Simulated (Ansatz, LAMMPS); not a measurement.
# Structural relaxation of glassy 72B2O3-28MgO (mol %) (104 atoms), part 3 of 3

How does glassy 72B2O3-28MgO (mol %) (104 atoms) relax, and what do bonds, charges and levels look like afterwards?

Ansatz 0.2.0; Kohn-Sham DFT, r2SCAN, PAW (set soft_2), plane waves.

The cell: 36 B, 7 Mg and 61 O. The quench rate of 20 K/ps far exceeds what a furnace or splat quench reaches. The starting topology of bonds comes from the classical model. Only the Γ point is sampled, in a cell whose shortest periodic width is 10 Å.

So far, density (g/cm³): step 5 (local order after relaxation) 2.26.

## 6. Single point at the relaxed geometry

The electronic structure is read at the final geometry, in a run of its own.

Contents of input.yaml:

```yaml
crystal:
  lattice:
    - [10.40289, 0.0, 0.0]
    - [0.0, 10.40289, 0.0]
    - [0.0, 0.0, 10.40289]
  atoms:
    - { symbol: B, position: [0.19187, 0.8827, 0.07274] }
    - { symbol: B, position: [0.41909, 0.58479, 0.02329] }
    - { symbol: B, position: [0.65806, 0.18166, 0.1662] }
    - { symbol: B, position: [0.32642, 0.21016, 0.97578] }
    - { symbol: B, position: [0.90636, 0.3505, 0.81525] }
    - { symbol: B, position: [0.74818, 0.35433, 0.00859] }
    - { symbol: B, position: [0.40485, 0.69909, 0.80684] }
    - { symbol: B, position: [0.62999, 0.52198, 0.42694] }
    - { symbol: B, position: [0.05037, 0.98832, 0.80516] }
    - { symbol: B, position: [0.62734, 0.28126, 0.38902] }
    - { symbol: B, position: [0.04012, 0.06287, 0.035] }
    - { symbol: B, position: [0.6655, 0.57011, 0.06588] }
    - { symbol: B, position: [0.64687, 0.77447, 0.75713] }
    - { symbol: B, position: [0.19328, 0.39112, 0.61573] }
    - { symbol: B, position: [0.56654, 0.13107, 0.57469] }
    - { symbol: B, position: [0.77751, 0.77452, 0.13436] }
    - { symbol: B, position: [0.62475, 0.88365, 0.55618] }
    - { symbol: B, position: [0.25097, 0.56214, 0.21045] }
    - { symbol: B, position: [0.33107, 0.19362, 0.23411] }
    - { symbol: B, position: [0.15129, 0.28367, 0.82459] }
    - { symbol: B, position: [0.00567, 0.18082, 0.23873] }
    - { symbol: B, position: [0.92892, 0.36012, 0.38182] }
    - { symbol: B, position: [0.05239, 0.971, 0.35157] }
    - { symbol: B, position: [0.01839, 0.56681, 0.86504] }
    - { symbol: B, position: [0.25448, 0.39041, 0.37167] }
    - { symbol: B, position: [0.42616, 0.8779, 0.1541] }
    - { symbol: B, position: [0.46724, 0.69663, 0.47669] }
    - { symbol: B, position: [0.06271, 0.62056, 0.63779] }
    - { symbol: B, position: [0.83725, 0.83272, 0.36996] }
    - { symbol: B, position: [0.26718, 0.76007, 0.59428] }
    - { symbol: B, position: [0.57507, 0.00501, 0.02048] }
    - { symbol: B, position: [0.87606, 0.59389, 0.45921] }
    - { symbol: B, position: [0.84787, 0.25346, 0.59689] }
    - { symbol: B, position: [0.47664, 0.09482, 0.80986] }
    - { symbol: B, position: [0.11259, 0.66767, 0.05464] }
    - { symbol: B, position: [0.28278, 0.97077, 0.7147] }
    - { symbol: Mg, position: [0.86794, 0.95877, 0.58458] }
    - { symbol: Mg, position: [0.10536, 0.69992, 0.37728] }
    - { symbol: Mg, position: [0.7282, 0.14388, 0.80333] }
    - { symbol: Mg, position: [0.62986, 0.97159, 0.31574] }
    - { symbol: Mg, position: [0.79654, 0.54457, 0.6889] }
    - { symbol: Mg, position: [0.90243, 0.79012, 0.85694] }
    - { symbol: Mg, position: [0.32782, 0.93525, 0.39572] }
    - { symbol: O, position: [0.674, 0.28372, 0.09167] }
    - { symbol: O, position: [0.87595, 0.27599, 0.47077] }
    - { symbol: O, position: [0.47427, 0.87347, 0.27313] }
    - { symbol: O, position: [0.74968, 0.69896, 0.78223] }
    - { symbol: O, position: [0.24029, 0.35334, 0.49618] }
    - { symbol: O, position: [0.97459, 0.14425, 0.11448] }
    - { symbol: O, position: [0.73504, 0.56843, 0.49315] }
    - { symbol: O, position: [0.89858, 0.70897, 0.38037] }
    - { symbol: O, position: [0.93251, 0.61431, 0.58576] }
    - { symbol: O, position: [0.26878, 0.90522, 0.59907] }
    - { symbol: O, position: [0.97456, 0.30439, 0.27094] }
    - { symbol: O, position: [0.7578, 0.48226, 0.0298] }
    - { symbol: O, position: [0.83472, 0.35249, 0.68527] }
    - { symbol: O, position: [0.55785, 0.152, 0.70499] }
    - { symbol: O, position: [0.67211, 0.88918, 0.68735] }
    - { symbol: O, position: [0.04529, 0.66232, 0.78019] }
    - { symbol: O, position: [0.11467, 0.79111, 0.01201] }
    - { symbol: O, position: [0.12028, 0.4939, 0.63927] }
    - { symbol: O, position: [0.52899, 0.73988, 0.80195] }
    - { symbol: O, position: [0.35936, 0.64302, 0.9222] }
    - { symbol: O, position: [0.69367, 0.67004, 0.14505] }
    - { symbol: O, position: [0.17809, 0.0135, 0.78611] }
    - { symbol: O, position: [0.20477, 0.25586, 0.94326] }
    - { symbol: O, position: [0.58671, 0.24463, 0.50749] }
    - { symbol: O, position: [0.97199, 0.91643, 0.73109] }
    - { symbol: O, position: [0.73686, 0.8788, 0.46635] }
    - { symbol: O, position: [0.06776, 0.56621, 0.98695] }
    - { symbol: O, position: [0.30127, 0.84295, 0.12901] }
    - { symbol: O, position: [0.80511, 0.29279, 0.90572] }
    - { symbol: O, position: [0.77863, 0.85506, 0.24552] }
    - { symbol: O, position: [0.14754, 0.88505, 0.34374] }
    - { symbol: O, position: [0.06501, 0.1001, 0.32215] }
    - { symbol: O, position: [0.54524, 0.55143, 0.01786] }
    - { symbol: O, position: [0.35283, 0.54563, 0.13276] }
    - { symbol: O, position: [0.40251, 0.99224, 0.76037] }
    [... 20 atom lines left out ...]
    - { symbol: O, position: [0.65577, 0.18426, 0.29988] }
    - { symbol: O, position: [0.99065, 0.03567, 0.91631] }
    - { symbol: O, position: [0.23538, 0.51906, 0.33526] }
    - { symbol: O, position: [0.92006, 0.48548, 0.83605] }
    - { symbol: O, position: [0.41294, 0.19091, 0.87987] }
    - { symbol: O, position: [0.2237, 0.30991, 0.71731] }
kpoints:
  mp_grid: { grid: [1, 1, 1] }
hamiltonian:
  xc: r2scan
scf:
  occupations: { method: fixed }
output:
  forces: true
  stress: true
  populations: true
  dos:
    method: { smearing: { sigma: 0.1 } }
    de: 0.1
    projected: { site_lists: { B: [B], Mg: [Mg], O: [O] } }
  eigenvalues: true
  write_density: true
  write_potential: true
  volumetric_format: npy
  elf: true
```

Run with:

```
$ ansatz run input.yaml --threads 4 --pin off --max-ram 8192MiB --backend cpu --events-out ev --progress --plain --runs-dir out
```

The program printed:

```text
[...]
Crystal: 104 atoms, lattice volume = 1125.802 Å³
Basis set: ecut = 500 eV, 28425 PW (Γ), exchange–correlation on 320×320×320 points (64 copies of the dense FFT grid, shifted against one another)
Bands: 376, of which v1, the nominal top of the filled ones, is band 272 counted from 1 (271 counted from 0)
Symmetry: 1 space group operations
[...]
k-points: 1
[...]
SCF iter   1: F=—  HF=-53905.531747 eV  |F-HF|=—  |Δ(HF+E_count)|=         —  Δρ=9.71e-3  dr2=9.30e-1  dr2_τ=1.18e1  ethr=1.77e-3  ⟨swp⟩=5.0  Hψ=1308  notcnv=0  defer=99
[...]
SCF iter   9: F=-53909.082085 eV  HF=-53909.082085 eV  |F-HF|=1.27e-7  |Δ(HF+E_count)|=   9.76e-7  Δρ=2.69e-6  dr2=8.38e-8  dr2_τ=7.43e-9  ethr=1.84e-11  ⟨swp⟩=24.0  Hψ=3735  notcnv=0
SCF 1 converged in 9 iterations: F = -53909.082085 eV  dr2 = 8.38e-8
[...]
WARN: The input density's exchange-correlation potential varies sharply where the density is thin. Do not read a vacuum level from v_tot or v_xc, or from such a field of the output density. On a cell that repeats whose density bears no net charge and no dipole along the vacuum's axis use v_es (v_loc + v_h of the components); [...]
SCF converged after 9 iterations
Free energy (F): -53909.082085 eV
[...]
Internal energy: -53909.082085 eV  (E = F + TS)
E sigma→0 (E₀):  -53909.082085 eV
Fermi energy:    2.936231 eV
[...]
--- Forces (eV/Å), atoms counted from 1 ---
  atom   1  B      0.00337397     0.00082635     0.00854397
  atom   2  B     -0.00225459     0.00569864    -0.00175993
  atom   3  B      0.00336431     0.00261392    -0.00284248
  atom   4  B      0.00554572     0.03086633     0.00007893
  atom   5  B     -0.00386088    -0.00484802    -0.00072692
  atom   6  B     -0.00536810    -0.00022638     0.00311932
  atom   7  B     -0.00081108    -0.00261243    -0.00515774
  atom   8  B      0.00791258    -0.00135386     0.00006124
  atom   9  B     -0.00368799     0.00746034    -0.01699358
  atom  10  B      0.00439069    -0.00193492     0.00452354
  atom  11  B     -0.00280358    -0.00446735     0.00552970
  atom  12  B     -0.00809175    -0.00930758     0.00631855
  atom  13  B      0.00074466    -0.01182359    -0.00798717
  atom  14  B      0.01527521     0.02877293     0.01315415
[...]
atom 103  O     -0.00432274    -0.00260981    -0.01152503
  atom 104  O     -0.00670431    -0.00822708     0.00508135
  max |Σ_I F_I| component: 1.18e-4 eV/Å
--- Stress (GPa, compression-positive) ---
       -1.289098       0.358502       0.295454
        0.358499      -0.909473      -0.387577
        0.295446      -0.387570      -2.897788
  P = ⅓ Tr σ = -1.6988 GPa (-16.988 kbar)
--- Band table (eV) ---
[...]
--- Löwdin populations: 104 sites ---
  site symbol       q [e]
     0      B      2.2796
     1      B      2.2602
     2      B      2.2727
[...]
103      O      6.4308
  spilling = 0.008531 (of n_electrons = 544.000000)
```

Elapsed: 32 s, on 4 threads of Intel Xeon Platinum 8559C (Emerald Rapids), shared host; peak memory 3.4 GiB; 2 min of CPU time.

The program notes that the exchange-correlation potential is rough where the density is thin.

Read from the output:

| Property | Result |
| --- | --- |
| free energy | -53909.0821 eV |
| free energy per atom | -518.3566 eV/atom |
| SCF cycles | 9 |
| pressure | -1.699 GPa |
| r.m.s. force component | 0.00862 eV/Å |
| longest force | 0.05681 eV/Å |
| Fermi energy | 2.936 eV |
| gap (highest filled to lowest empty level) | 4.857 eV |
| spilling of the projection | 0.008531 |

Löwdin charges by element and coordination (they lack the spilled electrons, 0.045 e an atom on average):

```tsv
element	coordination	atoms	mean charge (e)	spread	least	most
B	all	36	0.694	0.0407	0.607	0.747
B	3	29	0.707	0.0308	0.648	0.747
B	4	7	0.637	0.0245	0.607	0.678
Mg	all	7	1.68	0.0084	1.67	1.70
Mg	4	2	1.68	0.0085	1.67	1.69
Mg	5	4	1.69	0.0086	1.67	1.70
Mg	6	1	1.69	0	1.69	1.69
O	all	61	-0.527	0.135	-0.876	-0.396
O	2	35	-0.452	0.0863	-0.795	-0.396
O	3	25	-0.624	0.123	-0.876	-0.483
O	4	1	-0.706	0	-0.706	-0.706
```

States in the cell by windows of 1 eV, zero at the Fermi level; the larger projections on atomic orbitals stand beside the total:

```tsv
from (eV)	to (eV)	total	O p	B p
-18	-17	1.8	0.0	0.3
-17	-12	0.0	0.0	0.0
-12	-11	0.5	0.3	0.0
-11	-10	16.5	11.9	1.2
-10	-9	20.3	14.4	2.5
-9	-8	27.8	19.2	5.9
-8	-7	28.0	19.4	7.1
-7	-6	21.9	15.5	5.2
-6	-5	32.6	24.4	5.6
-5	-4	42.4	34.0	5.8
-4	-3	47.9	42.0	3.5
-3	-2	65.3	61.3	2.0
-2	-1	48.0	46.2	0.7
-1	0	14.2	13.7	0.2
0	1	0.7	0.7	0.0
1	4	0.0	0.0	0.0
4	5	2.0	0.1	0.1
```

With fixed occupations the program's Fermi level is the highest filled level; weight inside the gap is the broadening of levels at its edges.

Between -26 and -18 eV lie 120 more states.

The stored curve holds about 488 of the 544 electrons; the rest, give or take the few that broadening carries across the Fermi level, lie in deeper levels below its range.

The levels nearest the highest filled one (over half full), pooled over k-points and spins:

```tsv
level less the highest filled one (eV)	occupation
-0.874	2
-0.712	2
-0.682	2
-0.547	2
-0.396	2
0	2
4.86	0
5.37	0
5.52	0
5.80	0
5.89	0
5.90	0
```

Electrostatic potential energy in the ac plane at fractional y = 0.562, with atoms of B and Mg and O within 0.2 Å of it. With pseudopotentials it is smooth inside the atoms' cores, unlike the true potential.

Values in eV, 13 rows by 16 columns, each cell a mean:
```
-22 -30   3   9   9   5  -7  -3  -6  -1   5   6   9  10   8   4
-43 -12   7  10  10   8   7   8   9   9   9   9   9   9   4 -17
-14   0   8  10  10   9   8   8   9   9   8   6   2   3   4  -2
  3   3   7  10  10  10   9   8   8   8   6  -3 -32 -26   2   6
 -5 -13   0   9  10  10   9   9   8   8   6  -2 -26 -21  -1   1
  3   2   7   9   9   9   9   8   8   7   6  -3  -4   2  -7  -8
  7   7   8   9  10  10   9   1 -10  -3  -9 -36 -30 -16 -24   1
  7   6   7   5   7  10   9 -11 -35 -20 -27  -7  -1 -10 -18   0
  8   7   6 -18 -13   8  10   9   5   4   2   6   8   7   7   7
  9   8   5 -17 -24   2   9  10  10   9   8   9   9  10  10  10
  9   8   3 -24 -35 -22  -5   9   9   8   6   7   9  10  10  10
  9   6   5   3  -1 -30 -23   1   3  -2 -28 -17   6  10  10  10
-10 -23   2   7   8  -1 -37 -30 -36 -31 -29 -19   3   9  10   9
```
Columns run along a (10.4 Å; values clipped at the 3rd and 97th percentile), rows up along c (10.4 Å). Atoms in or near the plane, at fractional coordinates: B at (0.67, 0.07), B at (0.25, 0.21), B at (0.02, 0.87), Mg at (0.80, 0.69), O at (0.74, 0.49), O at (0.07, 0.99), O at (0.55, 0.02), O at (0.35, 0.13), O at (0.51, 0.43).

ELF in the ac plane at fractional y = 0.562, with atoms of B and Mg and O within 0.2 Å of it. It is the smooth field of the valence electrons, not physical close to the nuclei.

Values, 13 rows by 16 columns, each cell a mean:
```
0.75 0.68 0.64 0.08 0.25 0.60 0.59 0.31 0.69 0.75 0.25 0.27 0.38 0.12 0.08 0.27
0.18 0.42 0.18 0.02 0.31 0.61 0.53 0.11 0.09 0.13 0.02 0.03 0.02 0.21 0.59 0.46
0.33 0.39 0.08 0.01 0.02 0.08 0.12 0.05 0.02 0.01 0.07 0.21 0.06 0.19 0.55 0.34
0.14 0.22 0.26 0.09 0.04 0.15 0.10 0.02 0.01 0.01 0.04 0.07 0.30 0.25 0.09 0.07
0.29 0.72 0.70 0.27 0.02 0.07 0.05 0.01 0.00 0.00 0.06 0.11 0.26 0.23 0.57 0.58
0.31 0.36 0.32 0.09 0.01 0.01 0.02 0.16 0.22 0.07 0.35 0.74 0.54 0.22 0.74 0.75
0.07 0.03 0.03 0.03 0.02 0.01 0.14 0.66 0.72 0.50 0.51 0.64 0.71 0.45 0.34 0.32
0.30 0.04 0.32 0.63 0.52 0.11 0.26 0.83 0.68 0.74 0.34 0.67 0.53 0.29 0.58 0.60
0.27 0.05 0.53 0.81 0.80 0.38 0.07 0.54 0.60 0.35 0.13 0.10 0.04 0.09 0.35 0.53
0.03 0.16 0.22 0.46 0.51 0.27 0.17 0.05 0.04 0.01 0.03 0.05 0.02 0.01 0.06 0.09
0.08 0.51 0.71 0.43 0.41 0.73 0.77 0.30 0.03 0.06 0.25 0.31 0.08 0.01 0.00 0.00
0.21 0.19 0.24 0.17 0.57 0.68 0.75 0.29 0.49 0.55 0.20 0.26 0.18 0.11 0.01 0.07
0.78 0.69 0.52 0.06 0.12 0.39 0.28 0.53 0.64 0.74 0.36 0.50 0.64 0.41 0.03 0.36
```
Columns run along a (10.4 Å), rows up along c (10.4 Å). Atoms in or near the plane, at fractional coordinates: B at (0.67, 0.07), B at (0.25, 0.21), B at (0.02, 0.87), Mg at (0.80, 0.69), O at (0.74, 0.49), O at (0.07, 0.99), O at (0.55, 0.02), O at (0.35, 0.13), O at (0.51, 0.43).

Mean Löwdin charges: B +0.69, Mg +1.68, O -0.53 e (they miss 0.85 % of the electrons, so they add up to more than the cell's charge). The largest share in the top eV of filled states is O p (98 % of the projected weight), and in the lowest eV of empty states B p (63 % of the projected weight).

Local excerpt of 10 atoms (numbers count through the whole input) about B5, which has 4 bonded neighbours where the commonest count for B is 3; x, y, z are measured from there.

```tsv
atom	x	y	z	distance (Å)	bonds	Löwdin charge (e)
B5	0.00	0.00	0.00	0.00	4	0.65
O98	1.18	-0.74	0.00	1.39	2	-0.46
O102	0.14	1.40	0.22	1.43	3	-0.53
O72	-1.05	-0.60	0.94	1.53	3	-0.57
O56	-0.75	0.02	-1.35	1.54	3	-0.62
B33	-0.61	-1.01	-2.27	2.56	3	0.66
B24	1.17	2.25	0.52	2.59	3	0.68
B6	-1.65	0.04	2.01	2.60	3	0.74
B20	2.55	-0.70	0.10	2.64	3	0.72
Mg41	-1.14	2.02	-1.31	2.67	5	1.70
```

The column of bonds counts only the pairs O-B within 1.83 Å, O-Mg within 2.52 Å; other neighbours, such as metal atoms beside each other in a compound, aren't counted, and periodic images can show an atom twice.

## 7. Outcome

| Property | Result |
| --- | --- |
| energy change in the relaxation | -128.3 meV/atom |
| r.m.s. displacement | 0.724 Å |
| largest displacement | 2.106 Å |
| free energy per atom | -518.3566 eV/atom |
| pressure | -1.699 GPa |
| r.m.s. force component | 0.00862 eV/Å |
| gap (highest filled to lowest empty level) | 4.857 eV |
| wall time of the 3 DFT runs | 16 min |

**Reading.** Relaxation lowers the energy by 128 meV/atom and moves atoms by 0.72 Å r.m.s.; the r.m.s. force component goes from 1.1 to 0.0086 eV/Å, the pressure goes from -9.9 to -1.7 GPa, and the gap from 4.06 to 4.86 eV. By the final cutoffs 10 of 152 bonded pairs parted and 7 joined. From the first step to the last the energy fell by 13.347 eV, and the largest move was 2.11 Å (O60). The O-Mg bonds change most in mean length: from 2.126 Å (spread 0.162) to 2.078 Å (spread 0.126), and their number from 36 to 34. By these cutoffs 81 % of B atoms have 3, 57 % of Mg atoms have 5 and 57 % of O atoms have 2 bonded neighbours. 88 % of the oxygens bridge two formers (B) and 12 % are non-bridging. The highest filled and lowest empty levels differ by 4.86 eV (at Γ alone); a semilocal functional tends to put such gaps too low. In a disordered cell it changes from sample to sample, and tail or defect levels can set it.

Caveats: The network of bonds at the start is that of the classical potential that made the cell; in DFT 10 of its 152 bonded pairs passed out of the cutoffs and 7 came within them. The pressure of -1.7 GPa means that a free cell would contract at this level.

[Logs are printed without paths, hosts, clocks, repeated set-up lines and the standing remarks that a program may print on its own settings, such as how far it seeks lower states.]

[Hosts, paths, dates, database ids (printed as entryN), source tags and the programs' standing remarks are cut or masked in the printed files.]
